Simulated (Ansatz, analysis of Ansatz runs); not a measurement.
**Reproducing a measured charge-transition level: substitutional Se in Si**

How near does this set-up come to the measured charge-transition level? Subject: substitutional Se in Si. Set-up: PBE, 32-site cell, PBE lattice, 420 eV, k: the single point 1/4 1/4 1/4 then 2x2x2 shifted 0.5 0.5 0.5, with the key NELECT. The model is a cell of 32 host atoms with 1 Si taken out and 1 Se put in. The level is the Fermi energy at which two charge states have equal formation energy, after a correction for the images of the charge.

**The experiment.** (+1/0) level below the conduction-band bottom, printed as 307 meV: 0.307 eV, by binding energy of Se0 quoted from literature (method not stated in this paper) (quoted in “Spin relaxation and donor-acceptor recombination of Se+ in 28-silicon”, 2015, R. Lo Nardo et al., quoting earlier work (1984)). (+2/+1) level below the conduction-band bottom, printed as 593 meV: 0.593 eV, by thermal ionisation energy of Se+ quoted from literature (method not stated in this paper) (quoted in “Spin relaxation and donor-acceptor recombination of Se+ in 28-silicon”, 2015, R. Lo Nardo et al., quoting earlier work (1982)). The runs below try to reproduce this.

Method: plane-wave PAW DFT, PBE; relaxation of all atoms of a defect supercell, in Ansatz 0.2.0.

## (1) Starting point

The cell holds 32 atoms: 31 Si and 1 Se. Its edges and angles: a = 9.474 Å, b = 9.474 Å, c = 9.474 Å, α = 109.5°, β = 109.5°, γ = 109.5°. It derives from Si (space group Fd-3m). Nearest the centre at fractional (0.500, 0.500, 0.500): Se11 at 0.00 Å, Si23 at 2.37 Å, Si26 at 2.37 Å, Si27 at 2.37 Å, Si32 at 2.37 Å, Si16 at 3.87 Å, Si8 at 3.87 Å, Si7 at 3.87 Å. The cell carries charge +2.

The host's primitive cell comes from a first run (plane-wave PAW DFT, PBE; relaxation of the host's cell and atoms): vectors of 3.868, 3.868 and 3.868 Å. That is 20.46 Å³ an atom, 2.2 % over the diffraction cell's volume. The supercell is built on it.

## (2) Relaxation, charge +2

Every later number rests on the structure around the defect, so the atoms are relaxed at the host's lattice first.

File relax0/input.yaml:

```yaml
relax:
  f_tol: 0.02
  max_steps: 80
  random_displacement: { amplitude: 0.05, seed: 205 }
crystal:
  lattice:
    - [-5.46978324, 5.46978324, 5.46978324]
    - [5.46978324, -5.46978324, 5.46978324]
    - [5.46978324, 5.46978324, -5.46978324]
  atoms:
    - { symbol: Si, position: [0.0, 0.0, 0.5] }
    - { symbol: Si, position: [0.0, 0.25, 0.25] }
    - { symbol: Si, position: [0.0, 0.5, 0.0] }
    - { symbol: Si, position: [0.0, 0.75, 0.75] }
    - { symbol: Si, position: [0.25, 0.0, 0.25] }
    - { symbol: Si, position: [0.25, 0.25, 0.0] }
    - { symbol: Si, position: [0.25, 0.5, 0.75] }
    - { symbol: Si, position: [0.25, 0.75, 0.5] }
    - { symbol: Si, position: [0.5, 0.0, 0.0] }
    - { symbol: Si, position: [0.5, 0.25, 0.75] }
    - { symbol: Se, position: [0.5, 0.5, 0.5] }
    - { symbol: Si, position: [0.5, 0.75, 0.25] }
    - { symbol: Si, position: [0.75, 0.0, 0.75] }
    - { symbol: Si, position: [0.75, 0.25, 0.5] }
    - { symbol: Si, position: [0.75, 0.5, 0.25] }
    - { symbol: Si, position: [0.75, 0.75, 0.0] }
    - { symbol: Si, position: [0.0, 0.0, 0.25] }
    - { symbol: Si, position: [0.0, 0.25, 0.0] }
    - { symbol: Si, position: [0.0, 0.5, 0.75] }
    - { symbol: Si, position: [0.0, 0.75, 0.5] }
    - { symbol: Si, position: [0.25, 0.0, 0.0] }
    - { symbol: Si, position: [0.25, 0.25, 0.75] }
    - { symbol: Si, position: [0.25, 0.5, 0.5] }
    - { symbol: Si, position: [0.25, 0.75, 0.25] }
    - { symbol: Si, position: [0.5, 0.0, 0.75] }
    - { symbol: Si, position: [0.5, 0.25, 0.5] }
    - { symbol: Si, position: [0.5, 0.5, 0.25] }
    - { symbol: Si, position: [0.5, 0.75, 0.0] }
    - { symbol: Si, position: [0.75, 0.0, 0.5] }
    - { symbol: Si, position: [0.75, 0.25, 0.25] }
    - { symbol: Si, position: [0.75, 0.5, 0.0] }
    - { symbol: Si, position: [0.75, 0.75, 0.75] }
  host:
    repeats: [1, 1, 1]
    atoms:
      - { symbol: Si, position: [0.0, 0.0, 0.5] }
      - { symbol: Si, position: [0.0, 0.25, 0.25] }
      # ... 30 more atoms of the perfect host
total_charge: 2
basis:
  ecutwfc: 420
  xc_grid: 2
hamiltonian:
  xc: pbe
kpoints:
  mp_grid: { grid: [1, 1, 1], shift: [0.25, 0.25, 0.25] }
scf:
  occupations: { method: fermi_dirac, width: 0.01 }
  max_iter: 60
output:
  forces: true
  charged_corrections:
    epsilon: 12.98
    static_epsilon: 12.98
    defect_position: [0.5, 0.5, 0.5]
NELECT: 100
checkpoint:
  write: "../relax0.run"
  compress: false
  write_wavefunctions: true
  write_every: 100000
```

On the command line:

```console
ansatz run input.yaml --threads 2 --pin off --max-ram 4710MiB --backend cpu --events-out ev --progress --plain --runs-dir out
```

Log:

```text
Error: YAML parse error: error: line 95 column 1: unknown field `NELECT`, expected one of crystal, accuracy, basis, kpoints, hamiltonian, magnetization, projection, total_charge, correlation, batch, efield, external_charges, scf, relax, neb, saddle, md, ramp, [...]
  --> <input>:95:1
   |
93 |     static_epsilon: 12.98
94 |     defect_position: [0.5, 0.5, 0.5]
95 | NELECT: 100
   | ^ unknown field `NELECT`, expected one of crystal, accuracy, basis, kpoints, hamiltonian, magnetization, projection, total_charge, correlation, batch, efield, external_charges, scf, relax, neb, saddle, md, ramp, phonons, dielectric, real_time, elastic, [...]
96 | checkpoint:
97 |   write: "../relax0.run"
   |
```

It took 0.02 s on 2 threads of Arm Neoverse V2, shared host; peak memory 0.026 GiB.

The program refused the input before any cycle.

The program's message: “Error: YAML parse error: error: line 95 column 1: unknown field `NELECT`, expected one of crystal, accuracy, basis, kpoints, hamiltonian, magnetization, projection, total_charge, correlation, batch, e …”

## (3) Outcome

The charge-transition level was not obtained, because the step “relaxation, charge +2” was refused by the program; the cause lies in the set-up: NELECT is a key of another program. The line has to go: the charge that this chain asks for is set without it.

[Logs are printed without paths, hosts, clocks, repeated set-up lines and the standing remarks that a program may print on its own settings, such as how far it seeks lower states.]

[Hosts, paths, dates, database ids (printed as entryN), source tags and the programs' standing remarks are cut or masked in the printed files.]

[For some hosts the program warned that the k-mesh of the response run may be too coarse for force constants and the static dielectric constant; such warnings are not shown here.]
